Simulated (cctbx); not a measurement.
# Reading a Patterson map

Space group Pmn2_1 (no. 31), a = 3.7570 Å, b = 8.7350 Å, c = 5.4370 Å, α = 90.00°, β = 90.00°, γ = 90.00°, content Au2 S4 H2.

Simulated single-crystal data (cctbx): Mo Kα, λ = 0.71073 Å, to d = 0.77 Å, 70 % of the full sphere, strongest reflection 70000 counts, noise from counting, a 3 % proportional error and a noise floor of 8 counts (s.d.); no absorption.

Patterson synthesis from sharpened amplitudes, origin scaled to 1000:

```text
Patterson group P m m m
      u       v       w   height  length (A)
  0.000   0.000   0.000   1000.0     0.00
  0.500   0.500   0.500    783.5     5.48
  0.500   0.075   0.270    104.6     2.47
  0.000   0.426   0.231     87.5     3.93
  0.060   0.120   0.000     55.4     1.07
  0.114   0.064   0.152     48.9     1.09
  0.277   0.056   0.000     46.4     1.15
  0.219   0.444   0.500     42.6     4.81
  0.395   0.443   0.338     40.8     4.53
  0.000   0.000   0.235     39.5     1.28
  0.000   0.246   0.500     37.8     3.46
  0.137   0.383   0.364     36.4     3.93
  0.000   0.216   0.000     35.8     1.88
  0.500   0.500   0.250     35.4     4.95
```

**Question.** Which atom pairs make the peaks, and where is the heaviest atom?

A peak at u stands for all pairs with xi − xj = u, with weight Σ ZiZj against Σ Z² = 13508 at the origin. Peak heights follow these weights only roughly, since form factors, motion and series ripples differ, all vectors within 0.55 Å of a peak are counted as merged into it though the farther ones add only part of their weight, and F(000) is left out, which lowers the whole map:

| u | v | w | shortest length (Å) | height | 1000 ΣZiZj/ΣZ² | pairs in the cell |
| --- | --- | --- | --- | --- | --- | --- |
| 0.500 | 0.500 | 0.500 | 5.48 | 784 | 924 | 2 × Au–Au, 2 × H–H |
| 0.500 | 0.075 | 0.270 | 2.47 | 105 | 187 | 2 × Au–S |
| 0.000 | 0.426 | 0.231 | 3.93 | 88 | 187 | 2 × Au–S |
| 0.060 | 0.120 | 0.000 | 1.07 | 55 | 0 | none within 0.55 Å |
| 0.114 | 0.064 | 0.152 | 1.09 | 49 | 1 | 1 × S–H |
| 0.277 | 0.056 | 0.000 | 1.15 | 46 | 0 | none within 0.55 Å |

The table stops at ten peaks or at a height of 45, below which ripples compete. In the model behind the data Au, the heaviest element, has 1 independent site: (0, 0.7597, 0.2935), up to an allowed shift of origin; the Au–Au vectors are differences of these positions and their symmetry mates. The whole model:

```
atom  mult.    x       y       z  Ueq (Å²)
 Au1      2    0  0.7597  0.2935    0.0197
  S1      2    0  0.1649  0.0435    0.0255
  S2      2    0  0.3244  0.5257    0.0370
  H1      2  1/2  0.7418  0.8225    0.0644
```

The model is made up (kin elements in a known structure type, no relaxation), so it says nothing on whether the phase exists.

[Logs are printed without paths, hosts, clocks, repeated set-up lines and the standing remarks that a program may print on its own settings, such as how far it seeks lower states.]
